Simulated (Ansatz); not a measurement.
# Quasiparticle gap of NaCl (Halite), part 2 of 2

Aim: the quasiparticle gap of NaCl (Halite), starting from PBE.

Ansatz 0.2.0; PBE, then G0W0 on it, plane waves, PAW. Known limits of the many-body steps: finite bands, screening cutoff and k mesh; no spin-orbit coupling in G0W0.

So far. Step 2 (The PBE band structure): Over mesh and path the gap is 5.107 eV, direct, at k = Γ.

In doubt: masses and optical values from hybrid runs of this build are listed as unsure (in some of the runs), which bears on the screening that GW takes from such a start.

## 3. One-shot GW

G0W0 replaces the xc potential by a self-energy built once from the orbitals of the start. Levels are corrected in the window of bands that the input names, at points of the mesh.

This step: G0W0 on PBE, plane waves, PAW.

File input.yaml:

```yaml
crystal:
  lattice:
    - [0.0, 2.82005, 2.82005]
    - [2.82005, 0.0, 2.82005]
    - [2.82005, 2.82005, 0.0]
  atoms:
    - { symbol: Na, position: [0.0, 0.0, 0.0] }
    - { symbol: Cl, position: [0.5, 0.5, 0.5] }
kpoints:
  mp_grid: { grid: [6, 6, 6] }
hamiltonian:
  xc: pbe
scf:
  occupations: { method: fixed }
gw:
  n_empty_bands: 288
  ecut_chi: 200.0
  qp_bands: [v2, c2]
  qp_kpoints: band_edges
  screening: { model: contour_deformation }
```

On the command line:

```
> ansatz run input.yaml --threads 3 --pin off --max-ram 92160MiB --backend cuda --events-out ev --progress --plain --runs-dir out --devices 1 --max-vram 13GiB
```

Numbers of over 12 decimals in the logs are rounded to 6 here.

The log of the run:

```text
GPUs: using 1 of 1 available (devices: 1).
[...]
GPU FFT provider: cuFFT
GPU libraries: cuBLAS 13.8.2, cuFFT 12.4.0, cuSOLVER 12.3.4
Crystal: 2 atoms, lattice volume = 44.854 Å³
Basis set: ecut = 420 eV, 893 PW (Γ)
Bands: 12, of which v1, the nominal top of the filled ones, is band 8 counted from 1 (7 counted from 0)
Symmetry: 48 space group operations
[...]
k-points: 16 of 216
[...]
GPU buffer pool allocated for 19683 grid points (all kernels)
[...]
SCF iter   1: F=—  HF=-2569.552052 eV  |F-HF|=—  |Δ(HF+E_count)|=         —  Δρ=9.47e-4  dr2=5.57e-4  ethr=1.77e-3  ⟨swp⟩=4.9  Hψ=979  notcnv=0  defer=24
[...]
SCF iter   8: F=-2569.551913 eV  HF=-2569.551913 eV  |F-HF|=7.71e-9  |Δ(HF+E_count)|=   4.34e-8  Δρ=3.82e-6  dr2=1.05e-8  ethr=6.25e-10  ⟨swp⟩=4.1  Hψ=655  notcnv=0
SCF 1 converged in 8 iterations: F = -2569.551913 eV  dr2 = 1.05e-8
[...]
NSCF: frozen V_eff on 16 k-points, pencils in batches of 32, up to order 48
the band table was solved once the SCF had ended and its energy, with any forces and stress, was formed, with the checks that follow a solve (1186 applications of the Hamiltonian). They found nothing against the state; the energy, forces and stress were not computed again (output.eigenvalues in the input reference)
[...]
NSCF: frozen V_eff on 16 k-points
G₀W₀ screening: q 1/16
[... further progress lines ...]
[...]
SCF converged after 8 iterations
Free energy (F): -2569.551913 eV
[...]
Internal energy: -2569.551913 eV  (E = F + TS)
E sigma→0 (E₀):  -2569.551913 eV
Fermi energy:    1.104588 eV
[...]
--- Band table (eV; the first three rows and the last of 16) ---
  k-point 0: bands = [... 4 lower, -11.5515, 1.1046, 1.1046, 1.1046, 6.2117, 12.1378, 12.1378, 12.1378]
  k-point 1: bands = [... 4 lower, -11.4715, 0.5052, 1.0358, 1.0358, 7.0239, 11.3796, 12.4141, 12.4141]
  k-point 2: bands = [... 4 lower, -11.3048, -0.4233, 0.9046, 0.9046, 8.1440, 11.1655, 12.2205, 12.2205]
  k-point 15: bands = [... 4 lower, -11.1573, -0.3279, 0.1960, 0.3914, 9.4633, 9.9686, 11.5885, 13.1182]
--- G₀W₀: contour deformation, 6 samples at zero and on the imaginary axis and 3 off it, 216 q-points, 288 empty bands' worth ---
  eigenvalues of the whole cell's RPA ε∞ on this k-mesh (on a slab, of 1 + 4πα/V) = 2.3376, 2.3376, 2.3376; static W/v taken at q = 0 is 0.427798
  bands read: the sum over 296 bands ends inside a degenerate multiplet in 2 slots, whose members it reads at an even weight; the widest, k=1: bands 296 to 297 (counted from 1) at 1/2 each
  gw.qp_kpoints: band_edges: 13 of 16 stored k-points solved, in 1 pass; an edge of the gap read off the rows below is read off those points alone
    valence top: of the k-points left out ik 10 came nearest to being solved in a further pass, in band 8 (counted from 1, as in the quasiparticle table): it holds the edge there only if its correction is more favourable than any solved in that band by at least 0.517 eV; those differ by 0.087 eV
    conduction bottom: of the k-points left out ik 10 came nearest to being solved in a further pass, in band 9 (counted from 1, as in the quasiparticle table): it holds the edge there only if its correction is more favourable than any solved in that band by at least 2.856 eV; those differ by 0.361 eV
    ik  band        ε_KS         Σx   Σc(E_QP)       V_xc       Z   E_QP_lin       E_QP  E_QP is
     0     7      1.1046   -21.1212     2.2504   -16.7875  0.7976    -1.0300    -0.9787  root
     0     8      1.1046   -21.1212     2.2504   -16.7875  0.7976    -1.0300    -0.9787  root
     0     9      6.2117    -5.2537    -3.2078    -9.2169  0.8592     6.9711     6.9671  root
     0    10     12.1378    -3.6858    -3.6284    -8.4594  0.8449    13.2964    13.2830  root
     1     7      1.0358   -21.0260     2.2684   -16.6622  0.7973    -1.1122    -1.0596  root
     1     8      1.0358   -21.0260     2.2684   -16.6622  0.7973    -1.1122    -1.0596  root
     1     9      7.0239    -5.8650    -3.2642    -9.9359  0.8534     7.8354     7.8306  root
     1    10     11.3796    -3.7310    -3.5476    -8.2883  0.8450    12.3996    12.3893  root
     2     7      0.9046   -20.8567     2.3039   -16.4348  0.7966    -1.2686    -1.2134  root
     2     8      0.9046   -20.8567     2.3039   -16.4348  0.7966    -1.2686    -1.2134  root
     2     9      8.1440    -5.0959    -3.2958    -9.2420  0.8528     9.0001     8.9944  root
     2    10     11.1655    -5.4691    -3.7514   -10.2697  0.8321    12.2275    12.2147  root
     3     7      0.8419   -20.7805     2.3210   -16.3310  0.7962    -1.3431    -1.2867  root
     3     8      0.8419   -20.7805     2.3210   -16.3310  0.7962    -1.3431    -1.2867  root
     3     9      8.3621    -4.2860    -3.2114    -8.3238  0.8566     9.1939     9.1886  root
     3    10     11.7323    -6.8658    -4.0733   -12.0776  0.8165    12.8892    12.8708  root
     4     7      0.9411   -20.9245     2.2930   -16.5236  0.7970    -1.2208    -1.1667  root
     4     8      0.9411   -20.9245     2.2930   -16.5236  0.7970    -1.2208    -1.1667  root
     4     9      7.2906    -6.0747    -3.3019   -10.2100  0.8512     8.1292     8.1240  root
     4    10     10.9347    -3.2252    -3.4430    -7.6228  0.8505    11.8978    11.8893  root
     5     7      0.7636   -20.6538     2.3315   -16.1894  0.7964    -1.4264    -1.3693  root
     5     8      0.8015   -20.7678     2.3316   -16.3062  0.7963    -1.3851    -1.3284  root
     5     9      8.4143    -5.9029    -3.4171   -10.2381  0.8472     9.3395     9.3324  root
     5    10     10.4637    -3.8833    -3.4390    -8.2611  0.8479    11.4108    11.4026  root
     6     7      0.5431   -20.3484     2.3805   -15.8073  0.7956    -1.6784    -1.6175  root
     6     8      0.7536   -20.7018     2.3449   -16.2174  0.7959    -1.4436    -1.3858  root
     6     9      8.9732    -4.6460    -3.3137    -8.8411  0.8518     9.8611     9.8546  root
     6    10     10.9120    -5.7288    -3.7009   -10.6762  0.8394    12.1748    12.1585  root
     7     7      0.4942   -20.3072     2.3938   -15.7478  0.7955    -1.7330    -1.6713  root
     7     8      0.8404   -20.7782     2.3208   -16.3291  0.7962    -1.3442    -1.2878  root
     7     9      8.9763    -5.0650    -3.3667    -9.3218  0.8490     9.8732     9.8664  root
     7    10     11.0580    -5.8718    -3.7725   -10.7792  0.8327    12.2075    12.1929  root
     8     7      0.7329   -20.6279     2.3395   -16.1534  0.7965    -1.4595    -1.4020  root
     8     8      0.9826   -20.9436     2.2826   -16.5547  0.7969    -1.1774    -1.1236  root
     8     9      8.0310    -6.0981    -3.3829   -10.3619  0.8477     8.9182     8.9119  root
     8    10     10.8349    -3.8602    -3.4746    -8.2873  0.8463    11.7962    11.7874  root
     9     7      0.6447   -20.6311     2.3758   -16.1043  0.7957    -1.5657    -1.5064  root
     9     8      0.6447   -20.6311     2.3758   -16.1043  0.7957    -1.5657    -1.5064  root
     9     9      8.7218    -5.5553    -3.4363   -10.0343  0.8503     9.7736     9.7645  root
     9    10      9.6215    -3.1192    -3.2540    -7.2262  0.8566    10.4805    10.4745  root
    11     7     -0.1181   -19.6669     2.5543   -14.8753  0.7927    -2.4278    -2.3554  root
    11     8      0.6806   -20.6338     2.3651   -16.1194  0.7956    -1.5278    -1.4687  root
    11     9      9.6355    -4.1531    -3.3492    -8.4893  0.8536    10.6308    10.6224  root
    11    10     10.4201    -5.9615    -3.6549   -10.7919  0.8391    11.6095    11.5956  root
    12     7      0.5091   -20.5204     2.4153   -15.9352  0.7950    -1.7228    -1.6608  root
    12     8      0.5091   -20.5204     2.4153   -15.9352  0.7950    -1.7228    -1.6608  root
    12     9      8.6188    -4.6769    -3.3288    -9.1221  0.8586     9.7450     9.7353  root
    12    10      9.1528    -3.1228    -3.1862    -7.1337  0.8586     9.9828     9.9775  root
    13     7      0.3627   -20.2042     2.4335   -15.5885  0.7950    -1.8837    -1.8195  root
    13     8      0.6826   -20.5805     2.3548   -16.0803  0.7959    -1.5215    -1.4627  root
    13     9      9.4595    -5.8757    -3.5476   -10.4636  0.8433    10.5099    10.4999  root
    13    10     10.2616    -4.0074    -3.4000    -8.3231  0.8480    11.1849    11.1773  root
```

The job ended after 18 s (1 × NVIDIA H100 80GB HBM3 (shared by 6 runs) with 3 threads of AMD EPYC 7R13 (Zen 3), shared host; peak memory 1.4 GiB).

This step gave:

- bands summed: 296
- RPA ε∞ on this mesh (eigenvalues): 2.338, 2.338, 2.338
- plane waves in the screening matrix: 283
- q-points in the mesh: 216
- G0W0 gap over the corrected points: 7.946 eV
- k of the valence top: 0, 0, 0
- k of the conduction bottom: 0, 0, 0
- starting gap on the mesh: 5.107 eV
- Z at the valence top: 0.7976
- Z at the conduction bottom: 0.8592
- least direct G0W0 gap over the corrected points: 7.946 eV

Over 13 of 16 irreducible mesh points the G0W0 gap is 7.946 eV, direct, at k = Γ. The PBE gap of this run on the mesh is 5.107 eV. The two states that bound the G0W0 gap lie that far apart at the start, so the correction of the gap is 7.946 − 5.107 = +2.839 eV. The start of this run differs from the step before in mesh (8×8×8 and 6×6×6).

Labels follow the order of the start: v1 is the top filled band, c1 the lowest empty one; levels that stay degenerate share a row, the window can cut a multiplet, doubted levels are not marked in this list, bands outside the window were not corrected, and the list may be a part of the corrected levels. Levels before and after the correction, in eV, zero at the valence-band top of each column:

|  | conduction bottom | valence top |
| --- | --- | --- |
| Kohn-Sham | 5.11 | 0.00 |
| G0W0 | 7.95 | 0.00 |

```csv
,level,occupation,energy (eV)
Kohn-Sham,Γ v2-v1,2,0.000
Kohn-Sham,Γ c1,0,5.107
Kohn-Sham,Γ c2,0,11.033
G0W0,Γ v2-v1,2,0.000
G0W0,Γ c1,0,7.946
G0W0,Γ c2,0,14.262
```

The parts of the quasiparticle energy for the two states that bound the G0W0 gap, in eV on the run's own scale (QP = start + Σx + Σc − Vxc, with Σc at the quasiparticle energy):

| edge | k | band | start | Σx | Σc | Vxc | Z | QP |
| --- | --- | --- | --- | --- | --- | --- | --- | --- |
| valence top | Γ | 7 | 1.105 | −21.121 | 2.250 | −16.788 | 0.798 | −0.979 |
| conduction bottom | Γ | 9 | 6.212 | −5.254 | −3.208 | −9.217 | 0.859 | 6.967 |

## 4. The runs together

Each gap is the least one over the points named; times are wall times on shared hosts, not benchmarks. A G0W0 time includes the run's own self-consistent start. Rows marked * are further runs, not shown as steps, whose inputs differ from the G0W0 step on the same start in the columns given; solver thresholds can differ too.

```
    level   mesh       files, cutoff    bands summed, screening                            points  gap (eV)  valence top  conduction bottom  least direct gap (eV)  time
      PBE  8×8×8  soft_2 PAW, 420 eV                          -                     mesh and path     5.107            Γ                  Γ                  5.107   6 s
G0W0@PBE*  6×6×6  soft_2 PAW, 420 eV                  55, 60 eV  13 of 16 irreducible mesh points     7.601            Γ                  Γ                  7.601  13 s
G0W0@PBE*  6×6×6  soft_2 PAW, 420 eV                141, 120 eV  13 of 16 irreducible mesh points     7.812            Γ                  Γ                  7.812  16 s
 G0W0@PBE  6×6×6  soft_2 PAW, 420 eV                296, 200 eV  13 of 16 irreducible mesh points     7.946            Γ                  Γ                  7.946  18 s
G0W0@PBE*  4×4×4  soft_2 PAW, 420 eV                141, 120 eV    7 of 8 irreducible mesh points     7.824            Γ                  Γ                  7.824  13 s
G0W0@PBE*  6×6×6  soft_2 PAW, 420 eV  141, 120 eV, plasmon pole  13 of 16 irreducible mesh points     7.816            Γ                  Γ                  7.816  21 s
```

## 5. Outcome

```
PBE gap over mesh and path                         : 5.107 eV, direct, at k = Γ
G0W0@PBE gap over 13 of 16 irreducible mesh points : 7.946 eV, direct, at k = Γ
GW settings                                        : 6×6×6 mesh, 288 empty bands, screening to 200 eV
known limits                                       : finite bands, screening cutoff and k mesh; no spin-orbit coupling in G0W0
```

What this shows: Over 13 of 16 irreducible mesh points the G0W0 gap is 7.946 eV, direct, at k = Γ. The PBE gap of this run on the mesh is 5.107 eV. The two states that bound the G0W0 gap lie that far apart at the start, so the correction of the gap is 7.946 − 5.107 = +2.839 eV. The valence state moves by −0.979 − 1.105 = −2.084 eV and the conduction state by 6.967 − 6.212 = +0.755 eV, on the run's own scale; with 55 bands the edge states move by −1.570 and +0.923 eV, so the split between the edges depends on the bands and cutoff. Both edges that PBE shows over mesh and path lie at k points where levels were corrected. Levels at other points were not corrected, so a lower G0W0 gap elsewhere in the zone is not ruled out. From 55 bands and 60 eV to 296 bands and 200 eV the gap moves by 7.946 − 7.601 = +0.345 eV (rung by rung 7.601, 7.812, 7.946 eV); bands and screening cutoff rise together, so their parts are not told apart. A line in one over the bands through the two highest rungs gives 7.946 + (7.946 − 7.812) × 141 / (296 − 141) = 8.068 eV, and through the pair below 7.812 + (7.812 − 7.601) × 55 / (141 − 55) = 7.947 eV. The two differ by 0.121 eV, not under the 0.030 eV asked, so the law does not hold well over these rungs and the limit is not known. With the 4×4×4 mesh in place of the 6×6×6 mesh and all else as in the G0W0@PBE row with 141 bands, the gap differs by 7.824 − 7.812 = +0.012 eV, and that of the start by 5.106 − 5.107 = −0.001 eV. With the plasmon pole model in place of the contour deformation model and all else as in the G0W0@PBE row with 141 bands, the gap differs by 7.816 − 7.812 = +0.004 eV. G0W0 on other starts in this series, not shown as steps and not all at these settings: 8.475 eV on HSE06 (6×6×6, soft_2 PAW, 141 bands, 120 eV) and 7.631 eV on LDA (6×6×6, soft_2 PAW, 141 bands, 120 eV). The G0W0 runs are scalar-relativistic. G0W0@PBE runs of this series with other atomic data on the same mesh, not shown as steps, give 7.801 eV (hard PAW, 700 eV, 141 bands, screening to 120 eV; the table's row with the same empty bands and screening cutoff has 7.812 eV); where bands and cutoffs differ too, the part of the files is not isolated.

[Paths, hosts, dates, memory and timing lines, banners, echoed tables and standing remarks are left out of the program output.]

[Logs are printed without paths, hosts, clocks, repeated set-up lines and the standing remarks that a program may print on its own settings, such as how far it seeks lower states.]

[Runs of the session that timed out or met a known fault of the program may be left out.]

[Cells called generated may have been cut or substituted from an entry of the Crystallography Open Database or the Materials Project.]

[Hosts, paths, dates, database ids (printed as entryN), source tags and the programs' standing remarks are cut or masked in the printed files.]

[Where an RPA ε∞ is given, it is that of the G0W0 mesh and is not shown converged in it. Names of k-points follow the symmetry that the program found, which can be lower than the space group named. Band edges on a path are those of the sampled points; other points can move an edge, and change direct to indirect where valleys lie close.]

[Hybrid gaps are those of their k-mesh and are not shown converged in it.]
